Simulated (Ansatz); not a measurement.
# Resistivity from frozen vibrations: Pt(111) with 4 thermally displaced layers, 2x2

Wanted: the phonon-limited resistivity of Pt at 300 K by the Landauer route. The measured value for the pure metal at this temperature is 10.8 µΩ cm (CRC Handbook of Chemistry and Physics, 84th ed., 2003, Electrical Resistivity of Pure Metals).

Program: Ansatz 0.2.0. Level of theory: Ansatz plane-wave DFT, PBE, PAW files; ballistic transport by layer matching (Landauer), zero bias; PAW set soft_1. Results are calculated unless marked as measured.

Most raw output is cut from this account.

**1. The structure**

The cell holds 40 atoms: 40 Pt. Cell: a = 5.546 Å, b = 5.546 Å, c = 22.699 Å, α = 93.5°, β = 86.5°, γ = 120.0°. It derives from Pt. Regions: lead, 24 atoms (24 Pt); scattering region, 16 atoms (16 Pt). The structure is stacked along c, and the current runs across the ab planes.

**2. With 4 displaced layers**

Each atom of 4 layers is moved at random, by amounts drawn from a normal law 0.0629 Å wide in each direction from the Debye model (240 K) at 300 K. The layers about the cell's end stay perfect and serve as the lead. Disorder leaves little or no symmetry, which makes such runs dear. Energies from -0.05 to 0.05 eV in steps of 0.05 eV are too few for the program's thermal sum, so it prints no conductance; for a metal the transmission near the Fermi level serves, at a fraction of the cost.

File input.yaml:

```yaml
crystal:
  lattice:
    - [5.5462627489, 0.0, 0.0]
    - [-2.7731313745, 4.8032044366, 0.0]
    - [1.3865656872, -0.8005340728, 22.6425228571]
  atoms:
    - { symbol: Pt, position: [0.9916666667, 0.0083333333, 0.05] }
    - { symbol: Pt, position: [0.9916666667, 0.5083333333, 0.05] }
    - { symbol: Pt, position: [0.4916666667, 0.0083333333, 0.05] }
    - { symbol: Pt, position: [0.4916666667, 0.5083333333, 0.05] }
    - { symbol: Pt, position: [0.1416666667, 0.3583333333, 0.15] }
    - { symbol: Pt, position: [0.1416666667, 0.8583333333, 0.15] }
    - { symbol: Pt, position: [0.6416666667, 0.3583333333, 0.15] }
    - { symbol: Pt, position: [0.6416666667, 0.8583333333, 0.15] }
[... 28 atom lines left out ...]
    - { symbol: Pt, position: [0.8416666667, 0.1583333333, 0.95] }
    - { symbol: Pt, position: [0.8416666667, 0.6583333333, 0.95] }
    - { symbol: Pt, position: [0.3416666667, 0.1583333333, 0.95] }
    - { symbol: Pt, position: [0.3416666667, 0.6583333333, 0.95] }
kpoints:
  mp_grid: { grid: [5, 5, 1] }
hamiltonian:
  xc: pbe
  pseudopotentials: { kind: paw, azcp: { folder: soft_1 } }
scf:
  occupations: { method: fermi_dirac, width: 0.1 }
output:
  transmission:
    leads: [[0, 4]]
    kmesh: [10, 10]
    e_range: [-0.05, 0.05]
    de: 0.05
  write_potential: true
  write_density: true
  volumetric_format: npy
  elf: true
```

Started as:

```bash
$ ansatz run input.yaml --threads 4 --pin off --max-ram 15360MiB --backend cpu --events-out ev --progress --plain --runs-dir out
```

Wall time 8.7 min (4 threads of Intel Xeon Platinum 8259CL at 2.50GHz (Skylake/Cascade Lake), shared host); peak memory 5.8 GiB; 32 min of CPU time.

This step gave:

```yaml
free_energy: -500987.1325 eV
energy_at_zero_smearing: -500986.0130 eV
fermi_energy: 23.43 eV
cell_area: 26.64 Å²
transmission_per_spin_nearest_the_fermi_level: 5.871
open_channels_per_spin_nearest_the_fermi_level: 6.89
step_of_the_lead_s_potential: 11.5 meV
```

Per spin. The transmission, zone mean by energy, zero at the Fermi level:

```
energy (eV)  transmission, zone mean
    -0.0500                     6.13
     0.0000                     5.87
     0.0500                     5.53
```

Per spin. The open channels, zone mean, lead by energy, zero at the Fermi level:

```
energy (eV)  open channels, zone mean, lead
    -0.0500                            7.16
     0.0000                            6.89
     0.0500                            6.21
```

Transmission over k1 and k2. At 0.0000 eV from the Fermi level.

Values, 10 rows by 10 columns:
```
7.86 7.47 5.73 5.72 5.63 7.53 8.21 3.92 2.98 3.89
4.37 5.53 7.42 6.07 6.01 7.48 5.60 4.71 2.97 2.98
4.62 5.64 5.81 7.56 3.55 7.70 5.94 5.73 4.66 3.88
7.97 5.60 5.83 3.61 5.86 6.35 3.58 6.02 5.56 8.07
7.75 7.42 7.38 7.60 6.15 3.79 6.15 7.60 7.38 7.42
7.97 8.07 5.56 6.02 3.58 6.35 5.86 3.61 5.83 5.60
4.62 3.88 4.66 5.73 5.94 7.70 3.55 7.56 5.81 5.64
4.37 2.98 2.97 4.71 5.60 7.48 6.01 6.07 7.42 5.53
7.86 3.89 2.98 3.92 8.21 7.53 5.63 5.72 5.73 7.47
7.62 7.89 4.82 5.08 8.12 7.74 8.12 5.08 4.82 7.89
```
Columns: k1 (b1) from -0.5 to 0.4; rows upwards: k2 (b2) from -0.5 to 0.4.

Open channels over k1 and k2. At 0.0000 eV from the Fermi level.

Ten even steps from '_' (3.0) to '@' (10.0):
```
@@##======##@@..__..
====##++++##====____
====++%%..%%++====..
@@==++..%%%%..++==@@
@@####%%%%::%%%%####
@@@@==++..%%%%..++==
==..====++%%..%%++==
==____====##++++##==
@@..__..@@##======##
@@@@====@@@@@@====@@
```
Columns: k1 (b1) from -0.5 to 0.4; rows upwards: k2 (b2) from -0.5 to 0.4.

ELF in the ca plane at fractional y = 0.119, with atoms of Pt within 0.2 Å of it. It is the smooth field of the valence electrons, not physical close to the nuclei.

Ten even steps from '0' (0.13) to '9' (0.59), each cell a mean:
```
22111222223799962222100012222489984222221112
22212465322478852222210012222499984222210012
22223798632245422223211233222489984222210012
22224899842223211133222356532246653223321122
22223799732233211123223478842223322246642223
22212465433467521122222368742223322257643334
22111122223799842222211245432357642235542224
22100122224899952222100122222489973223321122
22211343223789842222100022222599984222210012
22223687533356531222211123222489983222210002
22223799842223211122222355432357752222221012
22223799842222211233223477742223322234432223
32222687532233321233223468742122221257643224
22211243223478742222222355432223322246643234
22100122223799952222210122222367753224432223
```
Columns run along c (16.0 Å, from fractional 0.15 to 0.85 of the cell), rows up along a (5.5 Å). Atoms in or near the plane, at fractional coordinates: Pt at (0.65, 0.88), Pt at (0.65, 0.41).

Valence density in the ca plane at fractional y = 0.119, with atoms of Pt within 0.2 Å of it. It is the smooth field of the valence electrons, not physical close to the nuclei.

Values in units of 1e0 e/Å³, 8 rows by 16 columns, each cell a mean:
```
0.4 0.3 0.9 0.4 4.8 3.3 0.3 0.3 0.2 0.3 0.9 8.4 2.2 0.3 0.2 0.3
0.3 0.8 5.1 1.0 0.8 0.6 0.4 0.4 0.5 0.9 0.6 5.0 1.5 0.4 0.3 0.2
0.4 0.6 3.8 0.9 0.9 0.5 0.4 0.5 1.0 2.8 0.4 0.6 0.4 1.3 0.8 0.6
0.4 0.2 0.5 0.5 5.7 2.6 0.3 0.3 0.5 1.1 0.6 2.9 0.7 1.1 0.7 0.6
0.4 0.3 0.9 0.5 5.1 2.6 0.2 0.2 0.2 0.3 1.1 8.9 2.2 0.3 0.2 0.3
0.3 0.8 5.1 1.0 0.7 0.4 0.3 0.3 0.6 1.1 0.6 3.7 1.0 0.4 0.3 0.2
0.4 0.6 3.8 0.9 0.6 0.4 0.4 0.5 1.1 2.5 0.3 0.4 0.3 1.3 0.8 0.6
0.4 0.2 0.5 0.4 4.2 2.6 0.3 0.3 0.4 0.7 0.4 1.7 0.5 1.1 0.7 0.6
```
Columns run along c (16.0 Å, from fractional 0.15 to 0.85 of the cell), rows up along a (5.5 Å). Atoms in or near the plane, at fractional coordinates: Pt at (0.65, 0.88), Pt at (0.65, 0.41).

Electrostatic potential energy in the ca plane at fractional y = 0.119, with atoms of Pt within 0.2 Å of it. With pseudopotentials it is smooth inside the atoms' cores, unlike the true potential.

Ten even steps from '0' (-43 eV) to '9' (26 eV), each cell a mean:
```
99999999998400058999999999999610027999999999
99999756799621369999999999999610016999999999
99998411489876789999999988899730027999999999
99997300379999999988899864689974468998899999
99998411489988999988899742479998899985579998
99999855788644699999999842479998899974468987
99999999998300279999999976789864479986579987
99999999997200169999999999999610038998899998
99999878898400279999999999999500017999999999
99998633689754689999999998999720027999999999
99997300379998999999999865789863368999999999
99998300379999999988899742489998899987789998
99999633589987899988899742489999999974479987
99999987899732489999999975789998899975479987
89999999998400159999999998999853369987789998
```
Columns run along c (16.0 Å, from fractional 0.15 to 0.85 of the cell; values clipped at the 3rd and 97th percentile), rows up along a (5.5 Å). Atoms in or near the plane, at fractional coordinates: Pt at (0.65, 0.88), Pt at (0.65, 0.41).

Over the solved energies the transmission per spin lies between 5.53 and 6.13, out of 6.75 channels of the lead on average (up to 7.16).

**3. With 8 displaced layers**

Each atom of 8 layers is moved at random, by amounts drawn from a normal law 0.0629 Å wide in each direction from the Debye model (240 K) at 300 K. A fresh draw is used; the growth of the resistance with length is what counts.

System of this step: Pt(111) with 8 thermally displaced layers, 2x2. The cell holds 56 atoms: 56 Pt. Cell: a = 5.546 Å, b = 5.546 Å, c = 31.740 Å, α = 87.5°, β = 92.5°, γ = 120.0°. It derives from Pt. Regions: lead, 24 atoms (24 Pt); scattering region, 32 atoms (32 Pt). The structure is stacked along c, and the current runs across the ab planes.

File input.yaml:

```yaml
crystal:
  lattice:
    - [5.5462627489, 0.0, 0.0]
    - [-2.7731313745, 4.8032044366, 0.0]
    - [-1.3865656872, 0.8005340728, 31.6995319999]
  atoms:
    - { symbol: Pt, position: [0.005952381, 0.994047619, 0.0357142857] }
    - { symbol: Pt, position: [0.005952381, 0.494047619, 0.0357142857] }
    - { symbol: Pt, position: [0.505952381, 0.994047619, 0.0357142857] }
    - { symbol: Pt, position: [0.505952381, 0.494047619, 0.0357142857] }
    - { symbol: Pt, position: [0.1845238095, 0.3154761905, 0.1071428571] }
    - { symbol: Pt, position: [0.1845238095, 0.8154761905, 0.1071428571] }
    - { symbol: Pt, position: [0.6845238095, 0.3154761905, 0.1071428571] }
    - { symbol: Pt, position: [0.6845238095, 0.8154761905, 0.1071428571] }
[... 44 atom lines left out ...]
    - { symbol: Pt, position: [0.3273809524, 0.1726190476, 0.9642857143] }
    - { symbol: Pt, position: [0.3273809524, 0.6726190476, 0.9642857143] }
    - { symbol: Pt, position: [0.8273809524, 0.1726190476, 0.9642857143] }
    - { symbol: Pt, position: [0.8273809524, 0.6726190476, 0.9642857143] }
kpoints:
  mp_grid: { grid: [5, 5, 1] }
hamiltonian:
  xc: pbe
  pseudopotentials: { kind: paw, azcp: { folder: soft_1 } }
scf:
  occupations: { method: fermi_dirac, width: 0.1 }
output:
  transmission:
    leads: [[0, 4]]
    kmesh: [10, 10]
    e_range: [-0.05, 0.05]
    de: 0.05
  write_potential: true
  write_density: true
  volumetric_format: npy
```

Run time: 16 min. Hardware: 4 threads; peak memory 9.7 GiB.

Numbers from this step:

```
free energy                                   : -701381.1357 eV
energy at zero smearing                       : -701379.5816 eV
Fermi energy                                  : 23.44 eV
transmission per spin nearest the Fermi level : 5.012
step of the lead's potential                  : 4.5 meV
```

Per spin. The transmission, zone mean by energy, zero at the Fermi level:

```
energy (eV)  transmission, zone mean
    -0.0500                     5.18
     0.0000                     5.01
     0.0500                     4.76
```

Over the solved energies the transmission per spin lies between 4.76 and 5.18, out of 6.75 channels of the lead on average (up to 7.16).

**4. With 12 displaced layers**

Each atom of 12 layers is moved at random, by amounts drawn from a normal law 0.0629 Å wide in each direction from the Debye model (240 K) at 300 K. A fresh draw is used; the growth of the resistance with length is what counts.

System of this step: Pt(111) with 12 thermally displaced layers, 2x2. The cell holds 72 atoms: 72 Pt. Cell: a = 5.546 Å, b = 5.546 Å, c = 40.757 Å, α = 90.0°, β = 90.0°, γ = 120.0°. It derives from Pt. Regions: lead, 24 atoms (24 Pt); scattering region, 48 atoms (48 Pt). The structure is stacked along c, and the current runs across the ab planes.

File input.yaml:

```yaml
crystal:
  lattice:
    - [5.5462627489, 0.0, 0.0]
    - [-2.7731313745, 4.8032044366, 0.0]
    - [0.0, 0.0, 40.7565411427]
  atoms:
    - { symbol: Pt, position: [0.0, 0.0, 0.0277777778] }
    - { symbol: Pt, position: [0.0, 0.5, 0.0277777778] }
    - { symbol: Pt, position: [0.5, 0.0, 0.0277777778] }
    - { symbol: Pt, position: [0.5, 0.5, 0.0277777778] }
    - { symbol: Pt, position: [0.1666666667, 0.3333333333, 0.0833333333] }
    - { symbol: Pt, position: [0.1666666667, 0.8333333333, 0.0833333333] }
    - { symbol: Pt, position: [0.6666666667, 0.3333333333, 0.0833333333] }
    - { symbol: Pt, position: [0.6666666667, 0.8333333333, 0.0833333333] }
[... 60 atom lines left out ...]
    - { symbol: Pt, position: [0.3333333333, 0.1666666667, 0.9722222222] }
    - { symbol: Pt, position: [0.3333333333, 0.6666666667, 0.9722222222] }
    - { symbol: Pt, position: [0.8333333333, 0.1666666667, 0.9722222222] }
    - { symbol: Pt, position: [0.8333333333, 0.6666666667, 0.9722222222] }
kpoints:
  mp_grid: { grid: [5, 5, 1] }
hamiltonian:
  xc: pbe
  pseudopotentials: { kind: paw, azcp: { folder: soft_1 } }
scf:
  occupations: { method: fermi_dirac, width: 0.1 }
output:
  transmission:
    leads: [[0, 4]]
    kmesh: [10, 10]
    e_range: [-0.05, 0.05]
    de: 0.05
  write_potential: true
  write_density: true
  volumetric_format: npy
```

Elapsed: 25 min, on 4 threads; peak memory 8.6 GiB.

This step gave:

- free energy: -901774.6724 eV
- energy at zero smearing: -901772.6556 eV
- transmission per spin nearest the Fermi level: 4.039
- step of the lead's potential: 14.6 meV

Per spin. Table of transmission, zone mean by energy, zero at the Fermi level:

```
energy (eV)  transmission, zone mean
    -0.0500                     4.14
     0.0000                     4.04
     0.0500                     3.88
```

Over the solved energies the transmission per spin lies between 3.88 and 4.14, out of 6.71 channels of the lead on average (up to 7.04).

**5. Resistance against length**

This step: Ansatz plane-wave DFT, PBE, PAW files; ballistic transport by layer matching (Landauer), zero bias; resistivity from the slope of the area resistance; PAW set soft_1 (Ansatz 0.2.0).

This step gave:

```
resistivity           : 14.55 µΩ cm
intercept             : -0.06241 fΩ m²
scatter about the fit : 0.01420 fΩ m²
```

Resistance, by row:

```
run  length (Å)      T  channels N  RA (fΩ m²)
 n4       9.057  5.842       6.753     0.07939
 n8       18.11  4.982       6.753       0.181
n12       27.17  4.021       6.713      0.3429
```

The area resistance by length of the displaced region:

```
length of the displaced region (Å)  area resistance (fΩ m²)
                              9.06                   0.0794
                             18.11                    0.181
                             27.17                    0.343
```

The area resistance goes from 0.079 to 0.34 fΩ m² between 9.1 and 27.2 Å, a slope of 15 µΩ cm.

By hand from the end points: (0.3429 − 0.07939) fΩ m² / (27.17 − 9.06) Å = 15 µΩ cm, since 1 fΩ m² per Å is 1000 µΩ cm.

**6. Results**

```json
{
  "resistivity from the slope": "14.5 µΩ cm",
  "area resistance over 9.06 Å": "0.0794 fΩ m²",
  "area resistance over 18.1 Å": "0.181 fΩ m²",
  "area resistance over 27.2 Å": "0.343 fΩ m²"
}
```

What this shows: The slope gives 15 µΩ cm. The points scatter by 0.014 fΩ m² about the line, with one random draw a length in a 2x2 cell, so the slope is a rough value. The mean square of the displacements drawn is 0.78, 0.99 and 1.2 of the nominal one at the three lengths; with each resistance scaled back by that, the slope is 10 µΩ cm, the value used below. Read with a model of isotropic scattering on a spherical Fermi surface and the lead's 2.0×10¹⁵ S/m², this slope means a mean free path near 39 Å; over these lengths the model's slope is 1.06 times its bulk resistivity, which would be 9.9 µΩ cm. Uncorrelated displacements put too much weight on short waves, which scatter strongly; with the sideways repeat of a small cell, one draw and three short lengths, the method is good to a factor of two or three. The measured value is 10.8 µΩ cm (CRC Handbook of Chemistry and Physics, 84th ed., 2003, Electrical Resistivity of Pure Metals); the scaled slope is 0.97 times that and the corrected value 0.91: fair for so small a cell. Spin-orbit coupling is left out, which matters for Pt.

[Logs are printed without paths, hosts, clocks, repeated set-up lines and the standing remarks that a program may print on its own settings, such as how far it seeks lower states.]

[Hosts, paths, dates, database ids (printed as entryN), source tags and the programs' standing remarks are cut or masked in the printed files.]
